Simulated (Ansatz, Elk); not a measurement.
# Dielectric function and optical constants of TaCuP2 (model structure)

Aim: the dielectric function of TaCuP2 (model structure), and the optical constants that follow from it. The structure is a model built here, which may or may not match a known phase. It was built so: All N replaced by P in the R-3m structure of TaCuN2. The cell is first relaxed with Ansatz.

Main program and level: Elk 11.2.3 (patched build); DFT, LDA, all-electron APW+lo, Dirac cores, scalar-relativistic bands, independent-particle optical response without local fields.

## Step 1: Starting point

Symmetry: R-3m, No. 166, trigonal system. The conventional cell has a = 3.594 Å, b = 3.594 Å, c = 19.983 Å, α = 90.00°, β = 90.00°, γ = 120.00°. Nearest to Ta lie 6 P at 2.28 Å. Cu has 2 P at 2.38 Å nearest. Nearest to P lie 3 Ta at 2.28 Å and 1 Cu at 2.38 Å. All N replaced by P in the R-3m structure of TaCuN2. Farther neighbours are not listed.

Coordinates:

```cif
data_structure
_symmetry_space_group_name_H-M 'P 1'
_symmetry_Int_Tables_number 1
_cell_length_a 6.9767
_cell_length_b 6.9767
_cell_length_c 6.9767
_cell_angle_alpha 29.850
_cell_angle_beta 29.850
_cell_angle_gamma 29.850
_cell_volume 74.50
loop_
_atom_site_label
_atom_site_type_symbol
_atom_site_fract_x
_atom_site_fract_y
_atom_site_fract_z
_atom_site_occupancy
Ta1 Ta 0.50000 0.50000 0.50000 1
Cu2 Cu 0.00000 0.00000 0.00000 1
P3 P 0.88100 0.88100 0.88100 1
P4 P 0.11900 0.11900 0.11900 1
```

## Step 2: Relaxation

Spectra hang on bond lengths, so the cell is first brought to its minimum.

This step: DFT, LDA, plane-wave PAW, default files, scalar-relativistic, relaxation (Ansatz 0.2.0).

The input, input.yaml:

```yaml
crystal:
  lattice:
    - [1.79684324, 1.03740793, 6.6610018]
    - [-1.79684324, 1.03740793, 6.6610018]
    - [0.0, -2.07481586, 6.6610018]
  atoms:
    - { symbol: Ta, position: [0.5, 0.5, 0.5] }
    - { symbol: Cu, position: [0.0, 0.0, 0.0] }
    - { symbol: P, position: [0.881, 0.881, 0.881] }
    - { symbol: P, position: [0.119, 0.119, 0.119] }
kpoints:
  mp_grid: { grid: [7, 7, 7] }
scf:
  occupations: { method: fermi_dirac, width: 0.05 }
hamiltonian:
  xc: lda
output:
  forces: true
  stress: true
  write_density: true
  write_potential: true
  elf: true
  volumetric_format: npy
relax:
  f_tol: 0.02
  max_steps: 50
  cell: {}
```

Command:

```sh
$ ansatz run input.yaml --threads 2 --pin off --max-ram 5120MiB --backend cpu --events-out ev --progress --plain --runs-dir out
```

Numbers of over 12 decimals in the logs are rounded to 6 here.

Output:

```text
basis.fft_grid_basis auto: the FFT boxes are laid along the combinations [[1, -1, 0], [0, 1, 0], [0, -1, 1]] of the cell's own vectors, 3.594, 6.977 and 3.594 Å long. The dense box has 25×48×25 points. Along the cell's own vectors, as sized, it would have 48×48×48, 3.69 times as many. Of the 12 symmetry operations that the crystal satisfies within crystal.symmetry.tolerance (time reversal apart; of a slab, those that [...]
Engine: ansatz 0.2.0, aarch64-unknown-linux-gnu
Pseudopotentials: kind: paw
Pseudopotential: Ta, paw, valence charge 13, recommended cutoff 420 eV (normal), Ta.paw.azcp
Pseudopotential: Cu, paw, valence charge 19, recommended cutoff 420 eV (normal), Cu.paw.azcp
Pseudopotential: P, paw, valence charge 5, recommended cutoff 420 eV (normal), P.paw.azcp
Functional definition: SPW92
  exchange = slater_x
  correlation = pw_c
Crystal: 4 atoms, lattice volume = 74.499 Å³
Basis set: ecut = 420 eV, 1439 PW (Γ), FFT grids on a1−a2, a2, −a2+a3
Bands: 26, of which v1, the nominal top of the filled ones, is band 21 counted from 1 (20 counted from 0)
Symmetry: 12 space group operations
Space group: R-3m (ITA 166), of the structure as read, at distance tolerance 4.2e-5 Å
k-points: 44 of 343
Non-local potential: Ta, projectors of the file, l = 0: 3, l = 1: 2, l = 2: 2, l = 3: 1
Non-local potential: Cu, projectors of the file, l = 0: 3, l = 1: 2, l = 2: 3, l = 3: 1
Non-local potential: P, projectors of the file, l = 0: 2, l = 1: 2, l = 2: 2
PAW form: soft (Blöchl's): semilocal exchange-correlation on the pseudo side does not see the compensation charge
PAW frozen core: Ta, regenerated for the run's functional, and the local potential with it (the file was generated under x = pbe(κ = 0.804, μ = 0.219515), c = pbe(β = 0.066725))
PAW frozen core: Cu, regenerated for the run's functional, and the local potential with it (the file was generated under x = pbe(κ = 0.804, μ = 0.219515), c = pbe(β = 0.066725))
PAW frozen core: P, regenerated for the run's functional, and the local potential with it (the file was generated under x = pbe(κ = 0.804, μ = 0.219515), c = pbe(β = 0.066725))
PAW one-centre angular grid: Ta, 590 points (default); XC on 64 Gauss nodes
PAW one-centre angular grid: Cu, 590 points (default); XC on 64 Gauss nodes
PAW one-centre angular grid: P, 110 points (default); XC on 64 Gauss nodes
Initial density: superposition of atomic densities (neutral atoms: chi_scale 0, normalization atom), corrected by the library's trained network
Initial wavefunctions: pseudopotential atomic-orbital guess
Functional: x = slater, c = lda
SCF iter   1: F=—  HF=-17687.126365 eV  |F-HF|=—  |Δ(HF+E_count)|=         —  Δρ=1.05e-2  dr2=1.81e-1  ethr=1.77e-3  ⟨swp⟩=6.6  Hψ=5650  notcnv=0
preconditioner: auto → LDOS  [metal: Δε(μ)=0.008 eV  Ē_g=6.446 eV  σ=0.050 eV  W_gap=0.04  n_scr=22 (ndim 8)  ℏωp=21.9 eV  f_vac=0.013  D(μ)=3.02/eV (n_scr^D=28)  β→1.0]
SCF iter   2: F=—  HF=-17687.173547 eV  |F-HF|=—  |Δ(HF+E_count)|=   4.72e-2  Δρ=2.68e-2  dr2=3.21e-1  ethr=4.32e-4  ⟨swp⟩=3.0  Hψ=2762  notcnv=0  recentre
preconditioner: auto → Kerker (q_TF=auto, 2.480 Å⁻¹)  [metal: Δε(μ)=0.013 eV  Ē_g=6.588 eV  σ=0.050 eV  W_gap=0.06  n_scr=22 (ndim 8)  ℏωp=21.9 eV  f_vac=0.009  D(μ)=2.89/eV (n_scr^D=28)  β→0.5]
SCF iter   3: F=—  HF=-17687.100367 eV  |F-HF|=—  |Δ(HF+E_count)|=   7.32e-2  Δρ=6.85e-3  dr2=2.58e-2  ethr=4.32e-4  ⟨swp⟩=2.2  Hψ=2296  notcnv=0
SCF iter   4: F=—  HF=-17687.094572 eV  |F-HF|=—  |Δ(HF+E_count)|=   5.80e-3  Δρ=1.75e-3  dr2=3.76e-3  ethr=6.13e-5  ⟨swp⟩=2.0  Hψ=2044  notcnv=0
SCF iter   5: F=—  HF=-17687.093975 eV  |F-HF|=—  |Δ(HF+E_count)|=   5.97e-4  Δρ=1.58e-3  dr2=1.59e-3  ethr=8.96e-6  ⟨swp⟩=2.0  Hψ=1624  notcnv=0
SCF iter   6: F=—  HF=-17687.093735 eV  |F-HF|=—  |Δ(HF+E_count)|=   2.39e-4  Δρ=4.66e-4  dr2=1.45e-4  ethr=3.80e-6  ⟨swp⟩=2.0  Hψ=1426  notcnv=0
SCF iter   7: F=—  HF=-17687.093733 eV  |F-HF|=—  |Δ(HF+E_count)|=   1.90e-6  Δρ=2.67e-4  dr2=4.59e-5  ethr=3.45e-7  ⟨swp⟩=1.2  Hψ=1181  notcnv=0
SCF iter   8: F=—  HF=-17687.093735 eV  |F-HF|=—  |Δ(HF+E_count)|=   1.05e-6  Δρ=2.59e-5  dr2=6.46e-7  ethr=1.09e-7  ⟨swp⟩=2.0  Hψ=1331  notcnv=0
SCF iter   9: F=-17687.093734 eV  HF=-17687.093734 eV  |F-HF|=8.23e-8  |Δ(HF+E_count)|=   1.03e-7  Δρ=9.50e-6  dr2=7.29e-8  ethr=2.38e-10  ⟨swp⟩=9.0  Hψ=8747  notcnv=0
SCF 1 converged in 9 iterations: F = -17687.093734 eV  dr2 = 7.29e-8
  greatest PAW one-centre occupation: 1.000 electrons in one spin orbital (limit 2), on the Ta atom at site 0 (counted from 0), in its partial waves of l = 0
relax step   1: F+E_penalty+E_count = -17687.09373433 eV  Δ(F+E_penalty+E_count) = +0.000e0 eV  max|allowed force component| = 6.990e0 eV/Å  Δτ_max = 0.0000 Å  P = +23.131 GPa  Ω = 74.499 Å³  (9 SCF iters, dr2 threshold 1.00e-7 eV, accepted)
Crystal: 4 atoms, lattice volume = 79.029 Å³
Basis set: ecut = 420 eV, 1523 PW (Γ), FFT grids on a1−a2, a2, −a2+a3
Initial density: handed on by an earlier stage of this run
Initial wavefunctions: those handed on with the density
SCF iter   1: F=—  HF=-17689.777583 eV  |F-HF|=—  |Δ(HF+E_count)|=         —  Δρ=2.30e-2  dr2=1.49e0  ethr=3.10e-3  ⟨swp⟩=7.2  Hψ=5327  notcnv=0
preconditioner: auto → Kerker (q_TF=auto, 2.455 Å⁻¹)  [metal: Δε(μ)=0.072 eV  Ē_g=6.514 eV  σ=0.050 eV  W_gap=0.34  n_scr=22 (ndim 8)  ℏωp=21.3 eV  f_vac=0.004  D(μ)=0.92/eV (n_scr^D=2)]
SCF iter   2: F=—  HF=-17689.570838 eV  |F-HF|=—  |Δ(HF+E_count)|=   2.07e-1  Δρ=1.20e-2  dr2=2.59e-1  ethr=3.10e-3  ⟨swp⟩=2.2  Hψ=1707  notcnv=0
SCF iter   3: F=—  HF=-17689.553201 eV  |F-HF|=—  |Δ(HF+E_count)|=   1.76e-2  Δρ=1.52e-2  dr2=1.82e-1  ethr=6.16e-4  ⟨swp⟩=2.6  Hψ=1897  notcnv=0
SCF iter   4: F=—  HF=-17689.521169 eV  |F-HF|=—  |Δ(HF+E_count)|=   3.20e-2  Δρ=4.42e-3  dr2=1.68e-2  ethr=4.34e-4  ⟨swp⟩=2.0  Hψ=2036  notcnv=0
SCF iter   5: F=—  HF=-17689.517448 eV  |F-HF|=—  |Δ(HF+E_count)|=   3.72e-3  Δρ=7.69e-4  dr2=1.96e-3  ethr=3.99e-5  ⟨swp⟩=2.1  Hψ=1844  notcnv=0
SCF iter   6: F=—  HF=-17689.517104 eV  |F-HF|=—  |Δ(HF+E_count)|=   3.44e-4  Δρ=4.78e-4  dr2=3.18e-4  ethr=4.68e-6  ⟨swp⟩=2.1  Hψ=1557  notcnv=0
SCF iter   7: F=—  HF=-17689.517058 eV  |F-HF|=—  |Δ(HF+E_count)|=   4.55e-5  Δρ=2.43e-4  dr2=1.18e-4  ethr=7.56e-7  ⟨swp⟩=2.0  Hψ=1600  notcnv=0
SCF iter   8: F=—  HF=-17689.517049 eV  |F-HF|=—  |Δ(HF+E_count)|=   9.29e-6  Δρ=1.04e-4  dr2=2.94e-5  ethr=2.80e-7  ⟨swp⟩=1.0  Hψ=1146  notcnv=0
SCF iter   9: F=—  HF=-17689.517044 eV  |F-HF|=—  |Δ(HF+E_count)|=   4.70e-6  Δρ=3.53e-5  dr2=3.14e-6  ethr=7.01e-8  ⟨swp⟩=1.9  Hψ=1287  notcnv=0
[...]
relax step   3: F+E_penalty+E_count = -17690.34641029 eV  Δ(F+E_penalty+E_count) = -8.294e-1 eV  max|allowed force component| = 2.646e-2 eV/Å  Δτ_max = 0.1944 Å  P = -1.857 GPa  Ω = 77.647 Å³  energy of the carried Pulay correction = -1.130e-3 eV  (8 SCF iters, dr2 threshold 4.00e-7 eV, accepted)
[... from here on, the SCF cycles and remarks between the steps are left out ...]
relax step   4: F+E_penalty+E_count = -17690.73525784 eV  Δ(F+E_penalty+E_count) = -3.888e-1 eV  max|allowed force component| = 5.796e-1 eV/Å  Δτ_max = 0.0774 Å  P = -4.972 GPa  Ω = 74.519 Å³  energy of the carried Pulay correction = -7.466e-6 eV  (8 SCF iters, dr2 threshold 4.00e-7 eV, accepted)
relax step   5: F+E_penalty+E_count = -17691.07447448 eV  Δ(F+E_penalty+E_count) = -3.392e-1 eV  max|allowed force component| = 3.183e-1 eV/Å  Δτ_max = 0.0366 Å  P = -4.078 GPa  Ω = 69.352 Å³  energy of the carried Pulay correction = +1.954e-3 eV  (8 SCF iters, dr2 threshold 4.00e-7 eV, accepted)
relax step   6: F+E_penalty+E_count = -17691.14979246 eV  Δ(F+E_penalty+E_count) = -7.532e-2 eV  max|allowed force component| = 2.060e-1 eV/Å  Δτ_max = 0.0313 Å  P = +0.595 GPa  Ω = 63.644 Å³  energy of the carried Pulay correction = +4.291e-3 eV  (9 SCF iters, dr2 threshold 4.00e-7 eV, accepted)
relax step   7: F+E_penalty+E_count = -17691.17183620 eV  Δ(F+E_penalty+E_count) = -2.204e-2 eV  max|allowed force component| = 7.105e-2 eV/Å  Δτ_max = 0.0191 Å  P = +0.873 GPa  Ω = 64.844 Å³  energy of the carried Pulay correction = +3.784e-3 eV  (7 SCF iters, dr2 threshold 4.00e-7 eV, accepted)
relax step   8: F+E_penalty+E_count = -17691.17254342 eV  Δ(F+E_penalty+E_count) = -7.072e-4 eV  max|allowed force component| = 5.024e-2 eV/Å  Δτ_max = 0.0023 Å  P = -0.173 GPa  Ω = 65.255 Å³  energy of the carried Pulay correction = +3.612e-3 eV  (7 SCF iters, dr2 threshold 4.00e-7 eV, accepted)
relax step   9: F+E_penalty+E_count = -17691.17249091 eV  Δ(F+E_penalty+E_count) = +5.251e-5 eV  max|allowed force component| = 3.349e-2 eV/Å  Δτ_max = 0.0029 Å  P = -0.220 GPa  Ω = 65.290 Å³  energy of the carried Pulay correction = +3.598e-3 eV  (7 SCF iters, dr2 threshold 1.58e-7 eV, rejected (line search))
relax step  10: F+E_penalty+E_count = -17691.17269632 eV  Δ(F+E_penalty+E_count) = -1.529e-4 eV  max|allowed force component| = 2.037e-5 eV/Å  Δτ_max = 0.0014 Å  P = -0.001 GPa  Ω = 65.187 Å³  energy of the carried Pulay correction = +3.641e-3 eV  (10 SCF iters, accepted)
relax step  11: F+E_penalty+E_count = -17691.18612415 eV  Δ(F+E_penalty+E_count) = -1.343e-2 eV  max|allowed force component| = 1.932e-3 eV/Å  Δτ_max = 0.0000 Å  P = +0.297 GPa  Ω = 65.187 Å³  stress off target by 9.24e-1 GPa  SCF on the basis re-selected at this cell (its energy is not comparable with the rows above)  (8 SCF iters)
relax step  12: F+E_penalty+E_count = -17691.18657336 eV  Δ(F+E_penalty+E_count) = -4.492e-4 eV  max|allowed force component| = 1.555e-3 eV/Å  Δτ_max = 0.0004 Å  P = +0.021 GPa  Ω = 65.183 Å³  energy of the carried Pulay correction = -1.013e-5 eV  (6 SCF iters, dr2 threshold 4.00e-7 eV, accepted)
iter 1 solved again at ethr=1.44e-7 eV; its pass at ethr=3.10e-3 eV (dr2=6.03e-5 eV) is discarded
SCF iter   1: F=—  HF=-17691.186580 eV  |F-HF|=—  |Δ(HF+E_count)|=         —  Δρ=3.52e-5  dr2=2.25e-7  ethr=1.44e-7  ⟨swp⟩=3.6  Hψ=8600  notcnv=0
preconditioner: auto → Kerker (q_TF=auto, 2.536 Å⁻¹)  [metal: Δε(μ)=0.076 eV  Ē_g=7.113 eV  σ=0.050 eV  W_gap=0.36  n_scr=18 (ndim 8)  ℏωp=23.5 eV  f_vac=0.000  D(μ)=1.17/eV (n_scr^D=4)]
SCF iter   2: F=—  HF=-17691.186578 eV  |F-HF|=—  |Δ(HF+E_count)|=   1.99e-6  Δρ=1.96e-5  dr2=6.73e-8  ethr=5.35e-10  ⟨swp⟩=2.0  Hψ=1734  notcnv=0
SCF iter   3: F=—  HF=-17691.186578 eV  |F-HF|=—  |Δ(HF+E_count)|=   1.62e-8  Δρ=1.38e-5  dr2=4.98e-8  ethr=1.60e-10  ⟨swp⟩=2.0  Hψ=1933  notcnv=0
SCF iter   4: F=—  HF=-17691.186578 eV  |F-HF|=—  |Δ(HF+E_count)|=   5.34e-8  Δρ=3.94e-6  dr2=1.14e-8  ethr=1.19e-10  ⟨swp⟩=1.0  Hψ=1144  notcnv=0
SCF iter   5: F=—  HF=-17691.186578 eV  |F-HF|=—  |Δ(HF+E_count)|=   2.78e-9  Δρ=8.05e-7  dr2=1.91e-9  ethr=2.72e-11  ⟨swp⟩=1.0  Hψ=1146  notcnv=0
SCF iter   6: F=—  HF=-17691.186578 eV  |F-HF|=—  |Δ(HF+E_count)|=  3.75e-10  Δρ=3.86e-7  dr2=5.74e-11  ethr=4.54e-12  ⟨swp⟩=2.2  Hψ=1450  notcnv=0
SCF iter   7: F=-17691.186578 eV  HF=-17691.186578 eV  |F-HF|=3.64e-12  |Δ(HF+E_count)|=  6.18e-11  Δρ=2.07e-7  dr2=1.37e-11  ethr=1.00e-12  ⟨swp⟩=7.0  Hψ=5645  notcnv=0
SCF 13 converged in 7 iterations: F = -17691.186578 eV  dr2 = 1.37e-11
relax step  13: F+E_penalty+E_count = -17691.18657806 eV  Δ(F+E_penalty+E_count) = -4.697e-6 eV  max|allowed force component| = 1.476e-3 eV/Å  Δτ_max = 0.0000 Å  P = +0.021 GPa  Ω = 65.183 Å³  stress off target by 4.96e-2 GPa  SCF on the basis re-selected at this cell (its energy is not comparable with the rows above)  (7 SCF iters)
basis re-selected at this cell: Δ(F+E_penalty+E_count) = -4.697e-6 eV, ΔP = -0.001 GPa vs the last step (what re-selecting the basis moved, of the pressure what is left beyond the Pulay correction that the steps carried, after the strain that the cell walked since its last selection, with what the two solves' SCF thresholds leave and, on support functions, any second-order correction that the steps lacked; it is no m [...]
SCF converged after 7 iterations
Free energy (F): -17691.186578 eV
Harris-Foulkes:  -17691.186578 eV  (|F-HF|=3.64e-12)
Internal energy: -17691.176848 eV  (E = F + TS)
E sigma→0 (E₀):  -17691.181713 eV
Entropy (-TS):   -0.009730 eV (-2.432 meV/atom)
Fermi energy:    12.293561 eV
--- Per-component energies (eV) ---
  E_band       = -576.524308
  E_kinetic    = 814.372356
  E_local      = -6427.369642  (includes V_loc(G=0)·N_el)
  E_nonlocal   = 487.261435
  E_hartree    = 2791.886519
  E_xc         = -430.069159
  E_vxc        = -443.633084  (∫ρ·V_xc dr)
  E_paw        = -10824.774819  (= ΣΔE_a)
  E_vpaw       = -590.928452  (= ΣTr[D̂ρ^β])
  E_aug_tail   = 0.000344  (compensation charges beyond the density's cutoff)
  E_ewald      = -4103.427149
  E_core_change = 0.943266  (= ΣΔE_core)
  E_smearing   = -0.009730  (= −TS)
  E_closure    = 0.000000  (closes the sum)
  Σ components = -17691.186578   (vs F -17691.186578, Δ=0.00e0)
--- Forces (eV/Å), atoms counted from 1 ---
  atom   1  Ta     0.00000000     0.00000000     0.00000000
  atom   2  Cu     0.00000000     0.00000000    -0.00000000
  atom   3  P     -0.00000000     0.00000000    -0.00147624
  atom   4  P     -0.00000000    -0.00000000     0.00147624
  max |Σ_I F_I| component: 9.25e-18 eV/Å
--- Stress (GPa, compression-positive) ---
        0.006340      -0.000000      -0.000000
       -0.000000       0.006340      -0.000000
       -0.000000      -0.000000       0.049647
  P = ⅓ Tr σ = 0.0208 GPa (0.208 kbar)
--- Band table (eV; the first three rows and the last of 44) ---
  k-point 0: bands = [... 17 lower, 9.7779, 10.8204, 10.8204, 13.5990, 13.5990, 14.9114, 14.9114, 16.4367, ... 1 higher]
  k-point 1: bands = [... 17 lower, 10.1699, 10.6807, 11.0956, 12.1670, 12.8084, 14.3913, 15.5111, 16.6843, ... 1 higher]
  k-point 2: bands = [... 17 lower, 9.9067, 10.6326, 10.9688, 11.0531, 12.7983, 13.3880, 15.8348, 16.7632, ... 1 higher]
  k-point 43: bands = [... 17 lower, 10.1225, 11.0165, 11.5521, 12.3182, 12.8902, 14.7402, 15.6246, 15.6280, ... 1 higher]
--- Relaxed structure (11 steps of the walk, 10 accepted, 2 SCFs on fresh bases) ---
  F+E_penalty+E_count = -17691.18657806 eV   max|allowed force component| = 1.476e-3 eV/Å   (the final SCF, on the basis selected at the relaxed cell)
  cell:  # Å, volume = 65.1834 Å³
    - [1.558430, 0.899760, 7.747677]
    - [-1.558430, 0.899760, 7.747677]
    - [2.600678532560217e-17, -1.799520, 7.747677]
  atoms:
    - { symbol: Ta, position: [0.500000, 0.500000, 0.500000] }
    - { symbol: Cu, position: [-2.550041952489221e-19, -2.5500419524892233e-19, -2.5500419524892156e-19] }
    - { symbol: P, position: [0.906857, 0.906857, 0.906857] }
    - { symbol: P, position: [0.093143, 0.093143, 0.093143] }
```

Run time: 35 s. Hardware: 2 threads of Arm Neoverse V2, shared host; peak memory 0.41 GiB; 67 s of CPU time.

Relaxation path:

| step | energy less that of the first step (eV) | largest force component (eV/Å) | pressure (GPa) | volume (Å³) |
| --- | --- | --- | --- | --- |
| 1 | 0.0000 | 6.9895 | 23.13 | 74.50 |
| 2 | -2.4233 | 3.3389 | 4.06 | 79.03 |
| 3 | -3.2527 | 0.0265 | -1.86 | 77.65 |
| 4 | -3.6415 | 0.5796 | -4.97 | 74.52 |
| 5 | -3.9807 | 0.3183 | -4.08 | 69.35 |
| 6 | -4.0561 | 0.2060 | 0.60 | 63.64 |
| 7 | -4.0781 | 0.0710 | 0.87 | 64.84 |
| 8 | -4.0788 | 0.0502 | -0.17 | 65.25 |
| 9 | -4.0788 | 0.0335 | -0.22 | 65.29 |
| 10 | -4.0790 | 0.0000 | 0.00 | 65.19 |
| 11* | -4.0924 | 0.0019 | 0.30 | 65.19 |
| 12 | -4.0928 | 0.0016 | 0.02 | 65.18 |
| 13* | -4.0928 | 0.0015 | 0.02 | 65.18 |

Relaxation steps marked * repeat the geometry before them on a plane-wave basis chosen anew for their cell, so energy and pressure can jump there. Relaxation step 9 was tried and not accepted.

Forces are held to the 12 operations that the run works with; a distortion that breaks them can't arise in this run.

```
     cell as run  before  after   change
           a (Å)   6.977  7.954  +14.0 %
           b (Å)   6.977  7.954  +14.0 %
           c (Å)   6.977  7.954  +14.0 %
           α (°)   29.85  22.60  -24.3 %
           β (°)   29.85  22.60  -24.3 %
           γ (°)   29.85  22.60  -24.3 %
volume (Å³/atom)   18.62  16.30  -12.5 %
```

The atoms that moved most (Å, as changes of fractional coordinates times the final cell):

```csv
atom,dx,dy,dz,length
P3,0.000,0.000,0.601,0.601
P4,0.000,0.000,-0.601,0.601
```

Final coordinates:

```xyz
4
Lattice="1.5584 0.8998 7.7477 -1.5584 0.8998 7.7477 0.0000 -1.7995 7.7477" Properties=species:S:1:pos:R:3 pbc="T T T"
Ta    0.0000    0.0000   11.6215
Cu    0.0000    0.0000    0.0000
P     0.0000    0.0000   21.0781
P     0.0000    0.0000    2.1649
```

The relaxation ends with a largest force component of 0.0015 eV/Å and a pressure of 0.02 GPa.

(Part 1 of 2 ends here.)

[Machine, clock and banner lines and Python warnings are left out of the logs.]

[Logs are printed without paths, hosts, clocks, repeated set-up lines and the standing remarks that a program may print on its own settings, such as how far it seeks lower states.]

[Hosts, paths, dates, database ids (printed as entryN), source tags and the programs' standing remarks are cut or masked in the printed files.]
